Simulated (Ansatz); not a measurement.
# CsTiF3 (cubic perovskite) (Pm-3m): how robust is the cRPA U?

Wanted: the sensitivity and cost of U and J for CsTiF3 (cubic perovskite) (Pm-3m).

Main program and level: Ansatz 0.2.0; constrained RPA on LDA, plane waves, PAW.

The structure was built from a prototype and need not be the compound's stable phase.

**1. The starting structure**

Symmetry: Pm-3m, No. 221, cubic system. The conventional cell has a = 4.156 Å, b = 4.156 Å, c = 4.156 Å, α = 90.00°, β = 90.00°, γ = 90.00°. Nearest to Cs lie 12 F at 2.94 Å. Nearest to Ti lie 6 F at 2.08 Å. F has 2 Ti at 2.08 Å and 4 Cs at 2.94 Å nearest. Farther neighbours and most contacts between anions are not listed.

The structure was relaxed with LDA. The structure type comes from a generator and need not be one that this composition takes. The structure was generated from a model, not taken from a measurement. The runs that relaxed it are not among those shown. The program's search for lower electronic states was switched off, so nothing shows that the state found is the lowest. Spin-orbit coupling is left out unless a step names it. The default PAW set here is soft_2. Its files were made with PBE.

**2. Base: Ti t2g, bands v1 to c2, 4×4×4 mesh, medium accuracy**

Constrained RPA screens the interaction with every transition except those inside the target bands, which a later many-body model would treat itself.

The input, input.yaml:

```yaml
crystal:
  lattice:
    - [0.0, -4.15625503, 0.0]
    - [0.0, 0.0, 4.15625503]
    - [-4.15625503, 0.0, 0.0]
  atoms:
    - { symbol: Cs, position: [0.0, 0.0, 0.0] }
    - { symbol: Ti, position: [0.5, 0.5, 0.5] }
    - { symbol: F, position: [0.5, 0.5, 0.0] }
    - { symbol: F, position: [0.5, 0.0, 0.5] }
    - { symbol: F, position: [0.0, 0.5, 0.5] }
kpoints:
  mp_grid: { grid: [6, 6, 6] }
hamiltonian:
  xc: lda
scf:
  occupations: { method: gaussian, width: 0.08 }
  n_extra_bands: 19
  max_iter: 150
  lower_state_search: "off"
output:
  crpa:
    kmesh: [4, 4, 4]
    target_bands: [v1, c2]
    projections: [{ species: Ti, l: d, shell: 3, orbitals: [dxz, dyz, dxy] }]
  local_orbitals:
    kmesh: [8, 8, 8]
    orbitals: [{ species: Ti, l: d, shell: 3, orbitals: [dxz, dyz, dxy] }]
    window: { bands: [v1, c2] }
    seedname: lo
```

Run with:

```
ansatz run input.yaml --threads 4 --pin off --max-ram 9216MiB --backend cpu --events-out ev --progress --plain --runs-dir out
```

Numbers of over 12 decimals in the logs are rounded to 6 here.

The log of the run:

```text
scf.n_extra_bands = 19 over 21 filled bands (N_el = 42.0): the run solves 40 bands
Engine: ansatz 0.2.0, aarch64-unknown-linux-gnu
Pseudopotentials: kind: paw
Pseudopotential: Cs, paw, valence charge 9, recommended cutoff 420 eV (normal), Cs.paw.azcp
Pseudopotential: Ti, paw, valence charge 12, recommended cutoff 420 eV (normal), Ti.paw.azcp
Pseudopotential: F, paw, valence charge 7, recommended cutoff 420 eV (normal), F.paw.azcp
Functional definition: SPW92
  exchange = slater_x
  correlation = pw_c
Crystal: 5 atoms, lattice volume = 71.797 Å³
Basis set: ecut = 420 eV, 1365 PW (Γ)
Bands: 40, of which v1, the nominal top of the filled ones, is band 21 counted from 1 (20 counted from 0)
Symmetry: 48 space group operations
Space group: Pm-3m (ITA 221), of the structure as read, at distance tolerance 4.2e-5 Å
k-points: 20 of 216
Non-local potential: Cs, projectors of the file, l = 0: 3, l = 1: 2, l = 2: 2, l = 3: 2
Non-local potential: Ti, projectors of the file, l = 0: 3, l = 1: 2, l = 2: 3, l = 3: 1
Non-local potential: F, projectors of the file, l = 0: 2, l = 1: 2, l = 2: 1
PAW form: soft (Blöchl's): semilocal exchange-correlation on the pseudo side does not see the compensation charge
PAW frozen core: Cs, regenerated for the run's functional, and the local potential with it (the file was generated under x = pbe(κ = 0.804, μ = 0.219515), c = pbe(β = 0.066725))
PAW frozen core: Ti, regenerated for the run's functional, and the local potential with it (the file was generated under x = pbe(κ = 0.804, μ = 0.219515), c = pbe(β = 0.066725))
PAW frozen core: F, regenerated for the run's functional, and the local potential with it (the file was generated under x = pbe(κ = 0.804, μ = 0.219515), c = pbe(β = 0.066725))
PAW one-centre angular grid: Cs, 194 points (default); XC on 64 Gauss nodes
PAW one-centre angular grid: Ti, 590 points (default); XC on 64 Gauss nodes
PAW one-centre angular grid: F, 110 points (default); XC on 64 Gauss nodes
Initial density: superposition of atomic densities (neutral atoms: chi_scale 0, normalization atom), corrected by the library's trained network
Initial wavefunctions: pseudopotential atomic-orbital guess
Functional: x = slater, c = lda
SCF iter   1: F=—  HF=-10341.902426 eV  |F-HF|=—  |Δ(HF+E_count)|=         —  Δρ=2.02e-2  dr2=2.05e-1  ethr=1.77e-3  ⟨swp⟩=5.8  Hψ=3920  notcnv=0  defer=99
preconditioner: auto → Kerker (q_TF=auto, 2.495 Å⁻¹)  [metal: Δε(μ)=0.074 eV  Ē_g=14.786 eV  σ=0.080 eV  W_gap=0.41  n_scr=18 (ndim 8)  ℏωp=22.3 eV  f_vac=0.003  D(μ)=5.87/eV (n_scr^D=80)]
SCF iter   2: F=—  HF=-10341.844942 eV  |F-HF|=—  |Δ(HF+E_count)|=   5.75e-2  Δρ=4.93e-3  dr2=1.18e-2  ethr=4.89e-4  ⟨swp⟩=2.0  Hψ=1292  notcnv=0  defer=206
[...]
SCF iter   8: F=-10341.841601 eV  HF=-10341.841601 eV  |F-HF|=3.73e-9  |Δ(HF+E_count)|=   1.21e-8  Δρ=2.63e-6  dr2=6.55e-9  ethr=2.38e-10  ⟨swp⟩=8.4  Hψ=3660  notcnv=0
SCF 1 converged in 8 iterations: F = -10341.841601 eV  dr2 = 6.55e-9
[...]
NSCF: frozen V_eff on 38 k-points
NSCF: frozen V_eff on 10 k-points
[...]
cRPA screening: q 1/64
cRPA screening: q 2/64
cRPA screening: q 8/64 (q-point 3)
cRPA screening: q 11/64 (q-point 6)
cRPA screening: q 23/64 (q-point 7)
cRPA screening: q 35/64 (q-point 11)
cRPA screening: q 38/64 (q-point 22)
cRPA screening: q 46/64 (q-point 23)
cRPA screening: q 58/64 (q-point 27)
cRPA screening: q 64/64 (q-point 43)
SCF converged after 8 iterations
Free energy (F): -10341.841601 eV
Harris-Foulkes:  -10341.841601 eV  (|F-HF|=3.73e-9)
Internal energy: -10341.822331 eV  (E = F + TS)
E sigma→0 (E₀):  -10341.831966 eV
Entropy (-TS):   -0.019269 eV (-3.854 meV/atom)
Fermi energy:    11.998265 eV
--- Per-component energies (eV) ---
  E_band       = -241.620998
  E_kinetic    = 1036.532832
  E_local      = -2984.198533  (includes V_loc(G=0)·N_el)
  E_nonlocal   = 275.975135
  E_hartree    = 1190.996754
  E_xc         = -505.693034
  E_vxc        = -554.098612  (∫ρ·V_xc dr)
  E_paw        = -6466.063362  (= ΣΔE_a)
  E_vpaw       = -397.830678  (= ΣTr[D̂ρ^β])
  E_aug_tail   = 0.006062  (compensation charges beyond the density's cutoff)
  E_ewald      = -2890.314447
  E_core_change = 0.936262  (= ΣΔE_core)
  E_smearing   = -0.019269  (= −TS)
  E_closure    = -0.000000  (closes the sum)
  Σ components = -10341.841601   (vs F -10341.841601, Δ=0.00e0)
--- Band table (eV; the first three rows and the last of 20) ---
  k-point 0: bands = [... 17 lower, 4.8303, 4.8303, 4.8303, 11.2801, 11.2801, 11.2801, 12.6761, 12.6761, ... 15 higher]
  k-point 1: bands = [... 17 lower, 4.4803, 4.7165, 4.7165, 11.3178, 11.5125, 11.5125, 12.7691, 13.0565, ... 15 higher]
  k-point 2: bands = [... 17 lower, 3.8688, 4.4553, 4.4553, 11.3960, 11.9912, 11.9912, 12.8981, 13.6575, ... 15 higher]
  k-point 19: bands = [... 17 lower, 4.6568, 4.6568, 4.6568, 12.8048, 12.8048, 12.8048, 14.3237, 14.3237, ... 15 higher]
--- cRPA (band scheme, projected local orbitals): target bands 21..23 (1-based), 3 Wannier function(s), 4×4×4 mesh, 46 bands' worth read of 51 solved, ecut_chi 136.0 eV, v(q+G=0) probe_charge, pair densities all_electron ---
  bands read: the sum over 46 bands ends inside a degenerate multiplet in 10 slots, whose members it reads at an even weight; the widest, k=0: bands 46 to 48 (counted from 1) at 1/3 each
  χ-basis size per q: N_G = 251..280
  window electrons = 2.0000, filled by tetrahedron_uncorrected; constrained ε̄⁻¹(q = 0, 0) head = 0.329157; min gauge Gram eig = 0.8723
  Kanamori averages over each shell's own Wannier functions (sites counted from 0, functions from 1):
    Site 1, 3D, 3 of 5 d orbitals (Wannier functions 1, 2, 3; wannier90's mr 2, 3, 5):
      screened: U = 5.7140 eV, U' = 4.8407 eV, J = 0.4279 eV
      screened, to within: U = 8.2e-3 eV, U' = 8.2e-3 eV, J = 8.6e-4 eV
      bare: V = 15.6147 eV, V' = 14.4890 eV, J = 0.5674 eV
  Hermiticity witness max|P − P†| over intra, direct and exchange elements: 3.55e-15 eV (screened), 3.17e-19 eV (bare)
  Reality witness max|Im| over intra, direct and exchange elements: 9.12e-20 eV (screened), 1.58e-19 eV (bare)
```

It took 33 s on 4 threads of Arm Neoverse V2, shared host; peak memory 0.59 GiB.

Numbers from this step:

- U: 5.714 eV
- U prime (inter-orbital): 4.841 eV
- J: 0.4279 eV
- bare V: 15.61 eV
- bare J: 0.5674 eV
- stated bound on U: 0.008115 eV
- U over bare V: 0.3659
- electrons in the window: 2.000
- head of the constrained inverse dielectric matrix: 0.3292
- least eigenvalue of the projection's overlap: 0.8723
- target functions: 3
- bands in the sums: 46
- r.m.s. miss of the model bands: 4.22e-4 eV
- width of the target bands: 1.525 eV
- weight of the projected orbitals in the window: 0.9167

On the Ti t2g shell, screening brings the on-site interaction from 15.6 eV down to U = 5.71 eV.

**3. Changed: 2×2×2 mesh**

input.yaml, the sections that differ from step 2:

```yaml
output:
  crpa:
    kmesh: [2, 2, 2]
    target_bands: [v1, c2]
    projections: [{ species: Ti, l: d, shell: 3, orbitals: [dxz, dyz, dxy] }]
# crystal, kpoints, hamiltonian, scf: as in step 2
```

The log of the run:

```text
[...]
Crystal: 5 atoms, lattice volume = 71.797 Å³
Basis set: ecut = 420 eV, 1365 PW (Γ)
Bands: 40, of which v1, the nominal top of the filled ones, is band 21 counted from 1 (20 counted from 0)
Symmetry: 48 space group operations
[...]
k-points: 20 of 216
[...]
SCF iter   1: F=—  HF=-10341.902426 eV  |F-HF|=—  |Δ(HF+E_count)|=         —  Δρ=2.02e-2  dr2=2.05e-1  ethr=1.77e-3  ⟨swp⟩=5.8  Hψ=3920  notcnv=0  defer=99
[...]
SCF iter   8: F=-10341.841601 eV  HF=-10341.841601 eV  |F-HF|=3.73e-9  |Δ(HF+E_count)|=   1.21e-8  Δρ=2.63e-6  dr2=6.55e-9  ethr=2.38e-10  ⟨swp⟩=8.4  Hψ=3660  notcnv=0
SCF 1 converged in 8 iterations: F = -10341.841601 eV  dr2 = 6.55e-9
[...]
NSCF: frozen V_eff on 4 k-points
[...]
cRPA screening: q 1/8
cRPA screening: q 2/8
cRPA screening: q 5/8 (q-point 4)
cRPA screening: q 8/8
SCF converged after 8 iterations
Free energy (F): -10341.841601 eV
[...]
Internal energy: -10341.822331 eV  (E = F + TS)
E sigma→0 (E₀):  -10341.831966 eV
Entropy (-TS):   -0.019269 eV (-3.854 meV/atom)
Fermi energy:    11.998265 eV
[...]
--- Band table (eV; the first three rows and the last of 20) ---
  k-point 0: bands = [... 17 lower, 4.8303, 4.8303, 4.8303, 11.2801, 11.2801, 11.2801, 12.6761, 12.6761, ... 15 higher]
  k-point 1: bands = [... 17 lower, 4.4803, 4.7165, 4.7165, 11.3178, 11.5125, 11.5125, 12.7691, 13.0565, ... 15 higher]
  k-point 2: bands = [... 17 lower, 3.8688, 4.4553, 4.4553, 11.3960, 11.9912, 11.9912, 12.8981, 13.6575, ... 15 higher]
  k-point 19: bands = [... 17 lower, 4.6568, 4.6568, 4.6568, 12.8048, 12.8048, 12.8048, 14.3237, 14.3237, ... 15 higher]
[...]
χ-basis size per q: N_G = 251..280
[...]
Site 1, 3D, 3 of 5 d orbitals (Wannier functions 1, 2, 3; wannier90's mr 2, 3, 5):
      screened: U = 6.1138 eV, U' = 5.2120 eV, J = 0.4375 eV
      screened, to within: U = 8.1e-3 eV, U' = 8.1e-3 eV, J = 9.6e-4 eV
      bare: V = 16.0263 eV, V' = 14.8706 eV, J = 0.5798 eV
[...]
```

The job ended after 5.3 s (4 threads; peak memory 0.51 GiB).

This step gave:

```yaml
u: 6.114 eV
u_prime_inter_orbital: 5.212 eV
j: 0.4375 eV
bare_v: 16.03 eV
bare_j: 0.5798 eV
stated_bound_on_u: 0.008059 eV
u_over_bare_v: 0.3815
electrons_in_the_window: 2.000
head_of_the_constrained_inverse_dielectric_matrix: 0.3202
least_eigenvalue_of_the_projection_s_overlap: 0.8723
target_functions: 3
bands_in_the_sums: 46
width_of_the_target_bands: 1.525 eV
weight_of_the_projected_orbitals_in_the_window: 0.9167
```

On the Ti t2g shell, screening brings the on-site interaction from 16.0 eV down to U = 6.11 eV.

**4. Changed: 6×6×6 mesh**

Changes to input.yaml since step 3:

```diff
@@ -22,3 +22,3 @@
   crpa:
-    kmesh: [2, 2, 2]
+    kmesh: [6, 6, 6]
     target_bands: [v1, c2]
```

The log of the run:

```text
[...]
Crystal: 5 atoms, lattice volume = 71.797 Å³
Basis set: ecut = 420 eV, 1365 PW (Γ)
Bands: 40, of which v1, the nominal top of the filled ones, is band 21 counted from 1 (20 counted from 0)
Symmetry: 48 space group operations
[...]
k-points: 20 of 216
[...]
k-point 19: bands = [... 17 lower, 4.6568, 4.6568, 4.6568, 12.8048, 12.8048, 12.8048, 14.3237, 14.3237, ... 15 higher]
[...]
χ-basis size per q: N_G = 250..280
[...]
Site 1, 3D, 3 of 5 d orbitals (Wannier functions 1, 2, 3; wannier90's mr 2, 3, 5):
      screened: U = 5.7241 eV, U' = 4.8524 eV, J = 0.4275 eV
      screened, to within: U = 8.6e-3 eV, U' = 8.6e-3 eV, J = 8.4e-4 eV
      bare: V = 15.5791 eV, V' = 14.4554 eV, J = 0.5665 eV
[...]
[key lines of the parts left out:]
SCF converged after 8 iterations
Free energy (F): -10341.841601 eV
Fermi energy:    11.998265 eV
```

Run time: 2.9 min. Hardware: 4 threads; peak memory 0.82 GiB; 11 min of CPU time.

Numbers from this step:

```
U                                                 : 5.724 eV
U prime (inter-orbital)                           : 4.852 eV
J                                                 : 0.4275 eV
bare V                                            : 15.58 eV
bare J                                            : 0.5665 eV
stated bound on U                                 : 0.008582 eV
U over bare V                                     : 0.3674
electrons in the window                           : 2.000
head of the constrained inverse dielectric matrix : 0.3353
least eigenvalue of the projection's overlap      : 0.8608
target functions                                  : 3
bands in the sums                                 : 46
width of the target bands                         : 1.525 eV
weight of the projected orbitals in the window    : 0.9167
```

On the Ti t2g shell, screening brings the on-site interaction from 15.6 eV down to U = 5.72 eV.

**5. Changed: accuracy high**

Changes to input.yaml since step 4:

```diff
@@ -22,4 +22,5 @@
   crpa:
-    kmesh: [6, 6, 6]
+    kmesh: [4, 4, 4]
     target_bands: [v1, c2]
     projections: [{ species: Ti, l: d, shell: 3, orbitals: [dxz, dyz, dxy] }]
+    accuracy: high
```

The log of the run:

```text
[...]
Crystal: 5 atoms, lattice volume = 71.797 Å³
Basis set: ecut = 420 eV, 1365 PW (Γ)
Bands: 40, of which v1, the nominal top of the filled ones, is band 21 counted from 1 (20 counted from 0)
Symmetry: 48 space group operations
[...]
k-points: 20 of 216
[...]
k-point 19: bands = [... 17 lower, 4.6568, 4.6568, 4.6568, 12.8048, 12.8048, 12.8048, 14.3237, 14.3237, ... 15 higher]
[...]
χ-basis size per q: N_G = 251..280
[...]
Site 1, 3D, 3 of 5 d orbitals (Wannier functions 1, 2, 3; wannier90's mr 2, 3, 5):
      screened: U = 5.7154 eV, U' = 4.8419 eV, J = 0.4280 eV
      screened, to within: U = 5.6e-4 eV, U' = 5.6e-4 eV, J = 5.8e-5 eV
      bare: V = 15.6147 eV, V' = 14.4890 eV, J = 0.5674 eV
[...]
[key lines of the parts left out:]
SCF converged after 8 iterations
Free energy (F): -10341.841601 eV
Fermi energy:    11.998265 eV
```

Run time: 55 s. Hardware: 4 threads; peak memory 0.69 GiB.

This step gave:

| Property | Result |
| --- | --- |
| U | 5.715 eV |
| U prime (inter-orbital) | 4.842 eV |
| J | 0.4280 eV |
| bare V | 15.61 eV |
| bare J | 0.5674 eV |
| stated bound on U | 5.60e-4 eV |
| U over bare V | 0.3660 |
| electrons in the window | 2.000 |
| head of the constrained inverse dielectric matrix | 0.3292 |
| least eigenvalue of the projection's overlap | 0.8723 |
| target functions | 3 |
| bands in the sums | 46 |
| width of the target bands | 1.525 eV |
| weight of the projected orbitals in the window | 0.9167 |

On the Ti t2g shell, screening brings the on-site interaction from 15.6 eV down to U = 5.72 eV.

**6. Changed: sums over states**

Changes to input.yaml since step 5:

```diff
@@ -25,2 +25,4 @@
     projections: [{ species: Ti, l: d, shell: 3, orbitals: [dxz, dyz, dxy] }]
-    accuracy: high
+    accuracy: sum_over_states
+    n_empty_bands: 42
+    ecut_chi: 250
```

The log of the run:

```text
[...]
Crystal: 5 atoms, lattice volume = 71.797 Å³
Basis set: ecut = 420 eV, 1365 PW (Γ)
Bands: 40, of which v1, the nominal top of the filled ones, is band 21 counted from 1 (20 counted from 0)
Symmetry: 48 space group operations
[...]
k-points: 20 of 216
[...]
χ-basis size per q: N_G = 619..660
[...]
U and J over all bands: no bound (output.crpa.accuracy: sum_over_states); those below are of the sums over the bands read on the sphere of ecut_chi, with what the atoms add
[...]
Site 1, 3D, 3 of 5 d orbitals (Wannier functions 1, 2, 3; wannier90's mr 2, 3, 5):
      screened: U = 5.9264 eV, U' = 4.9605 eV, J = 0.4551 eV
      bare: V = 15.6147 eV, V' = 14.4890 eV, J = 0.5674 eV
[...]
[key lines of the parts left out:]
SCF converged after 8 iterations
Free energy (F): -10341.841601 eV
Fermi energy:    11.998265 eV
```

The job ended after 9.8 s (4 threads; peak memory 0.56 GiB; 35 s of CPU time).

This variant gives U = 5.93 eV against 5.71 eV. It is a finite sum over empty states with no bound on its error and stays out of the table below.

[end of part 1 of 2]

[Paths, hosts, dates, memory and timing lines, banners, echoed tables and standing remarks are left out of the program output.]

[Logs are printed without paths, hosts, clocks, repeated set-up lines and the standing remarks that a program may print on its own settings, such as how far it seeks lower states.]

[Runs of the session that timed out or met a known fault of the program may be left out.]

[Hosts, paths, dates, database ids (printed as entryN), source tags and the programs' standing remarks are cut or masked in the printed files.]
